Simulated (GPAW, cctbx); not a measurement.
# By hand: from a DFT structure factor to an extinction distance in Te3Pb4Se

Te3Pb4Se, Pm-3m (no. 221), a = 6.4725 Å, b = 6.4725 Å, c = 6.4725 Å, α = 90.00°, β = 90.00°, γ = 90.00°.

| atom | mult. | x | y | z |
| --- | --- | --- | --- | --- |
| Pb1 | 3 | 1/2 | 0 | 1/2 |
| Pb2 | 1 | 0 | 0 | 0 |
| Te1 | 3 | 0 | 0 | 1/2 |
| Se1 | 1 | 1/2 | 1/2 | 1/2 |

The cell is our own: ordered rocksalt alloy in the eight-atom cube, 3 of 4 Se sites given to Te.

A DFT run (GPAW, PBE, 600 eV, 4×4×4 k-points, Fermi–Dirac width 0.02 eV) gives the static X-ray structure factor of 111 as 131.116 e for the conventional cell; superposed free atoms give 131.780 e. **Problem.** Find the Fourier component V of the crystal potential and the two-beam extinction distance at 200 kV in both cases.

## 1. Geometry

The cell volume is Ω = 271.15 Å³ and d(111) = 3.7369 Å, so g = 1/d = 0.2676 Å⁻¹.

## 2. The nuclei

Electrons feel nuclei as well as electrons, so the nuclear charges are summed with the same phases.

Phase sums Σ exp(2πi h·x), turned so that the total is real and positive: Pb +4.000, Te -3.000, Se -1.000. Then F_Z = 82 × (+4.000) + 52 × (-3.000) + 34 × (-1.000) = 138.00 e. The electron term has the same sign for this reflection.

## 3. Mott–Bethe

Poisson's equation, term by term, gives V = (e/4πε₀)(F_Z − F)/(πΩg²), with e/4πε₀ = 14.3996 V Å.

The prefactor is 14.3996 × 3.7369²/(π × 271.15) = 0.23605 V per electron. Free atoms: (138.00 − 131.780) × 0.23605 = 1.468 V. Crystal: (138.00 − 131.116) × 0.23605 = 1.625 V. F changes by -0.50 % and V by +10.7 %: the same 0.66 e is measured against F_Z − F = 6.2 e in place of F = 131.8 e.

## 4. Extinction distance

In the two-beam case ξ = 1/(λU) with U = 2γm₀eV/h², that is ξ = 150.41 V Å²/(γλV).

At 200 kV, λ = 0.02508 Å and γ = 1.3914. Free atoms: ξ = 2936 Å. Crystal: ξ = 2653 Å. The thickness fringes go as sin²(πt/ξ), so the two patterns slip by a quarter of a period when t|1/ξ₁ − 1/ξ₀| = 1/4, at t ≈ 688 nm. Thermal motion, absorption and many-beam coupling, left out here, change a real pattern.

## 5. Answer

V(111) is 1.62 V against 1.47 V, and ξ is 2653 against 2936 Å. Limits: static atoms, two beams.
